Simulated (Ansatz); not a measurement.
**A frame of liquid (Cs,Li)Cl from 900 K (108 atoms): geometry optimisation**

How does a frame of liquid (Cs,Li)Cl from 900 K (108 atoms) relax, and what do bonds, charges and levels look like afterwards?

Method: Kohn-Sham DFT, PBE, PAW (set soft_2), plane waves, in Ansatz 0.2.0.

This is a report of a sequence of runs, with most program output left out.

## 1. The starting structure

The cell holds 108 atoms: 37 Cs, 17 Li and 54 Cl. Cell: a = 16.229 Å, b = 16.229 Å, c = 16.229 Å, α = 90.0°, β = 90.0°, γ = 90.0°. 108 atoms (37 Cs, 17 Li, 54 Cl) placed at random at 2.56 g/cm³, melted at 1600 K for 10 ps at fixed volume with the Lennard-Jones and Coulomb ion parameters for SPC/E (Joung and Cheatham, J. Phys. Chem. B 112, 9020 (2008)), full charges. Snapshot at the end of a hold of 15 ps at 900 K and zero pressure.

Limits known from the start: The network of bonds at the start is that of the classical potential that made the cell. The ion parameters were fitted for water, not for melts, so the density of this cell may lie well off the real melt's. Only the Γ point is sampled, in a cell whose shortest periodic width is 16 Å. Spin–orbit coupling is left out, which matters for the levels of the heavy elements.

## 2. Single point at the start

A single point comes first, to see the forces before anything moves.

input.yaml reads:

```yaml
crystal:
  lattice:
    - [16.22871, 0.0, 0.0]
    - [0.0, 16.22871, 0.0]
    - [0.0, 0.0, 16.22871]
  atoms:
    - { symbol: Cs, position: [0.33237, 0.0635, 0.85781] }
    - { symbol: Cs, position: [0.14565, 0.30463, 0.1252] }
    - { symbol: Cs, position: [0.73388, 0.27362, 0.62856] }
    - { symbol: Cs, position: [0.90901, 0.89596, 0.29742] }
    - { symbol: Cs, position: [0.92019, 0.21693, 0.83944] }
    - { symbol: Cs, position: [0.5815, 0.34914, 0.86649] }
    - { symbol: Cs, position: [0.99511, 0.66074, 0.52196] }
    - { symbol: Cs, position: [0.40536, 0.85884, 0.30518] }
    - { symbol: Cs, position: [0.4403, 0.11979, 0.42258] }
    - { symbol: Cs, position: [0.17551, 0.06247, 0.32588] }
    - { symbol: Cs, position: [0.26228, 0.41091, 0.3804] }
    - { symbol: Cs, position: [0.43033, 0.56408, 0.01378] }
    - { symbol: Cs, position: [0.53408, 0.36722, 0.25036] }
    - { symbol: Cs, position: [0.59538, 0.67319, 0.20124] }
    - { symbol: Cs, position: [0.66551, 0.95231, 0.39762] }
    - { symbol: Cs, position: [0.84481, 0.05269, 0.55071] }
    - { symbol: Cs, position: [0.32298, 0.79214, 0.80972] }
    - { symbol: Cs, position: [0.11984, 0.78956, 0.16317] }
    - { symbol: Cs, position: [0.80556, 0.80654, 0.80561] }
    - { symbol: Cs, position: [0.57585, 0.80296, 0.6353] }
    - { symbol: Cs, position: [0.41897, 0.88502, 0.06526] }
    - { symbol: Cs, position: [0.9827, 0.3607, 0.51133] }
    - { symbol: Cs, position: [0.22992, 0.27795, 0.87257] }
    - { symbol: Cs, position: [0.72608, 0.94545, 0.12642] }
    - { symbol: Cs, position: [0.14824, 0.20638, 0.60063] }
    - { symbol: Cs, position: [0.50053, 0.58966, 0.66744] }
    - { symbol: Cs, position: [0.39102, 0.35592, 0.66699] }
    - { symbol: Cs, position: [0.96074, 0.18553, 0.33199] }
    - { symbol: Cs, position: [0.71983, 0.19622, 0.18997] }
    - { symbol: Cs, position: [0.85123, 0.71403, 0.0782] }
    - { symbol: Cs, position: [0.87668, 0.47557, 0.28694] }
    - { symbol: Cs, position: [0.54527, 0.0969, 0.72347] }
    - { symbol: Cs, position: [0.43886, 0.18102, 0.05093] }
    - { symbol: Cs, position: [0.77054, 0.55472, 0.62111] }
    - { symbol: Cs, position: [0.08725, 0.56212, 0.02] }
    - { symbol: Cs, position: [0.68546, 0.46552, 0.43488] }
    - { symbol: Cs, position: [0.04216, 0.50321, 0.77703] }
    - { symbol: Li, position: [0.6739, 0.06707, 0.92387] }
    - { symbol: Li, position: [0.73658, 0.71358, 0.42181] }
    - { symbol: Li, position: [0.13508, 0.89089, 0.47078] }
    - { symbol: Li, position: [0.53186, 0.89369, 0.84741] }
    - { symbol: Li, position: [0.29067, 0.71993, 0.50698] }
    - { symbol: Li, position: [0.88303, 0.3808, 0.01661] }
    - { symbol: Li, position: [0.09881, 0.0367, 0.84446] }
    - { symbol: Li, position: [0.6909, 0.46871, 0.09813] }
    - { symbol: Li, position: [0.92467, 0.08542, 0.08804] }
    - { symbol: Li, position: [0.32708, 0.59982, 0.25094] }
    - { symbol: Li, position: [0.99915, 0.90591, 0.96902] }
    - { symbol: Li, position: [0.38535, 0.88803, 0.57176] }
    - { symbol: Li, position: [0.12947, 0.62973, 0.34821] }
    - { symbol: Li, position: [0.63827, 0.71592, 0.90147] }
    - { symbol: Li, position: [0.13778, 0.06612, 0.04948] }
    - { symbol: Li, position: [0.05767, 0.76309, 0.82803] }
    - { symbol: Li, position: [0.25298, 0.50165, 0.84435] }
    - { symbol: Cl, position: [0.4951, 0.77936, 0.91071] }
    - { symbol: Cl, position: [0.07234, 0.49248, 0.38773] }
    - { symbol: Cl, position: [0.40511, 0.69718, 0.16275] }
    - { symbol: Cl, position: [0.87173, 0.41698, 0.69396] }
    - { symbol: Cl, position: [0.79825, 0.09308, 0.03407] }
    - { symbol: Cl, position: [0.39514, 0.47083, 0.28592] }
    - { symbol: Cl, position: [0.17848, 0.14187, 0.78377] }
    - { symbol: Cl, position: [0.16034, 0.77485, 0.55943] }
    - { symbol: Cl, position: [0.52714, 0.03741, 0.94072] }
    - { symbol: Cl, position: [0.9402, 0.18503, 0.65386] }
    - { symbol: Cl, position: [0.95705, 0.91807, 0.11264] }
    - { symbol: Cl, position: [0.05281, 0.1123, 0.18328] }
    - { symbol: Cl, position: [0.72129, 0.82046, 0.96293] }
    - { symbol: Cl, position: [0.64907, 0.9347, 0.76353] }
    - { symbol: Cl, position: [0.88913, 0.29912, 0.149] }
    - { symbol: Cl, position: [0.19007, 0.64607, 0.84534] }
    - { symbol: Cl, position: [0.19321, 0.94286, 0.93706] }
    - { symbol: Cl, position: [0.26283, 0.93609, 0.17869] }
    - { symbol: Cl, position: [0.02714, 0.90676, 0.79413] }
    - { symbol: Cl, position: [0.83169, 0.29491, 0.41718] }
    - { symbol: Cl, position: [0.79823, 0.04231, 0.2929] }
    - { symbol: Cl, position: [0.69511, 0.17293, 0.81999] }
    - { symbol: Cl, position: [0.94952, 0.68591, 0.76381] }
    - { symbol: Cl, position: [0.02567, 0.99176, 0.44452] }
    [... 24 atom lines left out ...]
    - { symbol: Cl, position: [0.25727, 0.17444, 0.03327] }
    - { symbol: Cl, position: [0.00772, 0.3817, 0.93436] }
    - { symbol: Cl, position: [0.28706, 0.93844, 0.46373] }
    - { symbol: Cl, position: [0.42974, 0.92793, 0.71563] }
    - { symbol: Cl, position: [0.7674, 0.86133, 0.55339] }
    - { symbol: Cl, position: [0.39132, 0.72958, 0.60137] }
kpoints:
  mp_grid: { grid: [1, 1, 1] }
hamiltonian:
  xc: pbe
scf:
  occupations: { method: gaussian, width: 0.025 }
output:
  forces: true
  stress: true
  populations: true
  dos:
    method: { smearing: { sigma: 0.15 } }
    de: 0.1
    projected: { site_lists: { Cl: [Cl], Cs: [Cs], Li: [Li] } }
  eigenvalues: true
```

Command:

```console
$ ansatz run input.yaml --threads 4 --pin off --max-ram 8192MiB --backend cpu --events-out ev --progress --plain --runs-dir out
```

Run time: 86 s. Hardware: 4 threads of Arm Neoverse V2, shared host; peak memory 5.5 GiB; 5.6 min of CPU time.

Read from the output:

| Quantity | Value |
| --- | --- |
| free energy | -271781.9360 eV |
| free energy per atom | -2516.4994 eV/atom |
| SCF cycles | 8 |
| pressure | 1.389 GPa |
| r.m.s. force component | 0.434 eV/Å |
| longest force | 2.381 eV/Å |
| Fermi energy | 2.887 eV |
| gap (highest filled to lowest empty level) | 3.821 eV |
| spilling of the projection | 0.00547 |

The r.m.s. force component of 0.43 eV/Å and the pressure of 1.4 GPa set the starting point.

Neighbours are counted within 3.98 Å (Cl-Cs), 3.12 Å (Cl-Li).

Length of the force by element and coordination:

```csv
element,coordination,atoms,mean length of the force (eV/Å),spread,least,most
Cl,all,54,0.676,0.401,0.120,2.38
Cl,3,6,0.829,0.466,0.409,1.78
Cl,4,16,0.746,0.499,0.291,2.38
Cl,5,27,0.594,0.265,0.120,1.16
Cl,6,5,0.710,0.464,0.268,1.57
Cs,all,37,0.698,0.394,0.137,1.73
Cs,3,2,0.501,0.0821,0.419,0.583
Cs,4,6,0.495,0.251,0.209,0.880
Cs,5,22,0.794,0.462,0.137,1.73
Cs,6,6,0.610,0.125,0.486,0.860
Cs,7,1,0.717,0,0.717,0.717
Li,all,17,0.430,0.209,0.152,0.899
Li,3,4,0.518,0.203,0.269,0.816
Li,4,13,0.404,0.204,0.152,0.899
```

## 3. Relaxation

With the cell held, the atoms are moved downhill towards a nearby minimum.

input.yaml, the sections that differ from step 2:

```yaml
output:
  forces: true
relax:
  f_tol: 0.03
  max_steps: 83
# crystal, kpoints, hamiltonian, scf: as in step 2
```

Wall time 25 min (4 threads); peak memory 5.4 GiB; 1.7 h of CPU time.

Relaxation path (22 of 44):

```csv
step,energy less that of the first step (eV),largest force component (eV/Å)
1,0.0000,1.7438
3,-7.2829,0.4294
5,-9.7482,0.1723
7,-10.6770,0.1487
9,-11.1844,0.1769
11,-11.4786,0.1138
13,-11.8552,0.0679
15,-11.9991,0.1040
17,-12.1072,0.0669
19,-12.2068,0.0871
21,-12.3105,0.1049
24,-12.4261,0.0663
26,-12.4834,0.0372
28,-12.5123,0.0437
30,-12.5374,0.0367
32,-12.5555,0.0235
34,-12.5890,0.0473
36,-12.6495,0.0532
38,-12.7115,0.0369
40,-12.7405,0.0467
42,-12.7614,0.0275
44,-12.7692,0.0104
```

The atoms that moved most (Å):

```csv
atom,dx,dy,dz,length
Cs9,2.507,0.380,-0.293,2.552
Cl81,1.704,0.913,-0.452,1.985
Cl94,1.295,-1.468,0.261,1.975
Cs17,-1.321,0.692,-1.269,1.959
Cl60,-1.468,-0.480,-1.127,1.912
Cs16,0.514,-1.137,1.375,1.857
Cs6,1.115,1.443,-0.072,1.825
Cs25,-0.078,-1.672,-0.485,1.742
```

The relaxation changed the energy by -118 meV/atom, and atoms moved by 0.97 Å r.m.s., 2.6 Å at most.

## 4. Distances and neighbours after relaxation

Bonds before and after, by the cutoffs listed below:

```csv
pair,bonds before,bonds after,mean before (Å),mean after (Å),spread before (Å),spread after (Å)
Cl-Cs,192,215,3.396,3.551,0.281,0.176
Cl-Li,63,65,2.536,2.398,0.166,0.079
```

Density 2.7 g/cm³, 39.58 Å³ an atom.

g(r), total and by pair (bins of 0.2 Å):

```csv
r (Å),total,Cl-Cl,Cl-Cs,Cl-Li,Cs-Cs,Cs-Li,Li-Li
2.20,0.45,0.00,0.00,2.87,0.00,0.00,0.00
2.40,2.50,0.00,0.00,15.90,0.00,0.00,0.00
2.60,0.36,0.00,0.00,2.29,0.00,0.00,0.00
2.80,0.00,0.00,0.00,0.00,0.00,0.00,0.00
3.00,0.06,0.00,0.00,0.00,0.00,0.00,2.58
3.20,0.25,0.00,0.32,0.00,0.00,0.00,5.80
3.40,2.67,0.00,7.79,0.00,0.00,0.00,0.00
3.60,1.76,0.81,4.21,0.00,0.00,0.40,2.81
3.80,1.42,2.49,1.72,0.00,0.00,1.90,0.00
4.00,1.23,2.40,0.58,0.59,0.00,2.69,2.25
4.20,0.99,1.40,0.28,0.11,1.11,3.54,0.68
4.40,1.02,1.27,0.53,0.49,1.68,1.70,2.49
4.60,0.88,1.27,0.20,0.88,2.49,0.64,0.00
4.80,0.90,1.16,0.37,0.57,2.02,1.17,1.03
5.00,0.89,0.93,0.31,0.89,2.08,1.50,0.00
5.20,0.76,0.86,0.47,0.81,1.56,0.69,0.00
5.40,0.80,0.96,0.55,0.95,0.94,1.03,0.00
5.60,0.97,1.04,0.73,1.42,0.79,1.30,0.37
5.80,0.87,0.66,0.71,1.33,1.04,1.21,0.00
6.00,0.93,0.97,1.01,1.04,0.96,0.61,0.00
6.20,1.04,0.82,1.17,1.35,0.84,0.99,0.60
6.40,1.00,1.11,0.92,1.40,0.97,0.40,1.15
6.60,1.00,0.78,1.23,0.90,1.26,0.43,2.17
6.80,1.17,1.31,1.21,1.08,1.39,0.46,1.77
7.00,1.04,1.03,1.20,1.10,0.96,0.66,0.72
7.20,1.14,1.05,1.42,1.07,0.67,0.94,1.81
7.40,1.08,0.78,1.45,1.25,0.73,0.88,0.64
7.60,1.00,0.85,1.18,0.93,0.77,1.03,1.42
```

Bonds by pair of elements; cutoffs follow the first minimum of g(r), held within bounds set by covalent radii, and pairs that aren't listed don't count as bonded:

```csv
pair A-B,cutoff (Å),bonds,mean length (Å),spread (Å),shortest (Å),B about A,A about B
Cl-Cs,4.18,215,3.55,0.176,3.27,3.98,5.81
Cl-Li,2.98,65,2.40,0.079,2.26,1.20,3.82
```

How many atoms have how many bonded neighbours:

```csv
element,mean,3,4,5,6,7
Cl,5.18,0,7,30,17,0
Cs,5.81,0,0,13,18,6
Li,3.82,3,14,0,0,0
```

Bond angles (no mean is given where the spread exceeds 20°):

```csv
angle,count,mean (°),spread (°)
Cl-Cs-Cl,526,-,-
Cs-Cl-Cs,354,-,-
Cs-Cl-Li,216,-,-
Cl-Li-Cl,93,110,10.3
Li-Cl-Li,27,-,-
```

Bond length by coordination (bonds to H left out):

```csv
element,coordination,atoms,mean bond length (Å)
Cl,4,7,3.12
Cl,5,30,3.24
Cl,6,17,3.39
Cs,5,13,3.49
Cs,6,18,3.55
Cs,7,6,3.65
Li,3,3,2.29
Li,4,14,2.42
```

First main peaks of g(r), for some of the pairs, lie near 3.9 Å (Cl-Cl), 3.5 Å (Cl-Cs), 2.4 Å (Cl-Li), 4.6 Å (Cs-Cs), 4.1 Å (Cs-Li) and 3.2 Å (Li-Li). With the cutoffs above, 56 % of Cl atoms have 5, 49 % of Cs atoms have 6 and 82 % of Li atoms have 4 bonded neighbours.

[end of part 1 of 2]

[Logs are printed without paths, hosts, clocks, repeated set-up lines and the standing remarks that a program may print on its own settings, such as how far it seeks lower states.]

[Hosts, paths, dates, database ids (printed as entryN), source tags and the programs' standing remarks are cut or masked in the printed files.]
